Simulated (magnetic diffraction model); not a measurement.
# Tb₂MgTl₆: what an assumed order does to the neutron pattern

Space group Fm-3m (no. 225), a = 9.8670 Å.

| site | atom | x | y | z |
| --- | --- | --- | --- | --- |
| 24e | Tl | 0.7869 | 0 | 0 |
| 8c | Tb | 1/4 | 3/4 | 3/4 |
| 4b | Mg | 1/2 | 0 | 0 |

The compound is invented for this exercise: a known structure type with other elements, its cell scaled to their sizes and not relaxed.

Only Tb is taken to order (form factors of Tb3+); orders and moment sizes are assumed, and not adapted to the symmetry. Radiation: neutrons of λ = 2.41 Å, 8° to 90°; isotropic B of 0.46 Å² (Tl), 0.41 Å² (Tb) and 0.82 Å² (Mg). Simulated constant-wavelength pattern: nuclear and magnetic terms add, the magnetic one as |2.695 fm × Σ f S⊥ exp(2πi Q·r) exp(−B s²)|², summed over all Q at one angle with the factor 1/(sin²θ cos θ). For collinear order S is the moment m, which repeats by lattice and centring translations R with the sign exp(−2πi k·R). Free-ion form factors, Sears's scattering lengths of 1992, no absorption; a label names one of the reflections at its angle. The strongest nuclear line in the range is 100, and lines under 0.2 are left out.

Assume the order k = (0 0 0), collinear moments along [001], 6.09 μB on Tb; signs + at (1/4, 3/4, 3/4), − at (1/4, 1/4, 3/4).

Predict the pattern, nuclear and magnetic parts apart.

```csv
2θ (°),index,nuclear,magnetic
24.42,(1 1 1),5.4,78.6
28.27,(2 0 0),6.7,0.0
40.41,(2 2 0),2.7,0.0
47.79,(3 1 1),7.3,55.1
50.05,(2 2 2),100.0,0.0
58.48,(4 0 0),78.1,0.0
64.33,(3 3 1),35.1,27.9
66.21,(4 2 0),0.5,0.0
78.78,(5 1 1),40.8,23.4
87.39,(4 4 0),72.3,0.0
```

The strongest magnetic line in the range is (1 1 1) at 24.42° (78.6). On top of the Lorentz factor, which all lines share, magnetic lines fade with angle because f falls: for Tb3+ it is 0.95, 0.82, 0.66 and 0.36 at sin θ/λ = 0.1, 0.2, 0.3 and 0.5 Å⁻¹, while nuclear lengths stay constant. The order has no net moment.

[Logs are printed without paths, hosts, clocks, repeated set-up lines and the standing remarks that a program may print on its own settings, such as how far it seeks lower states.]
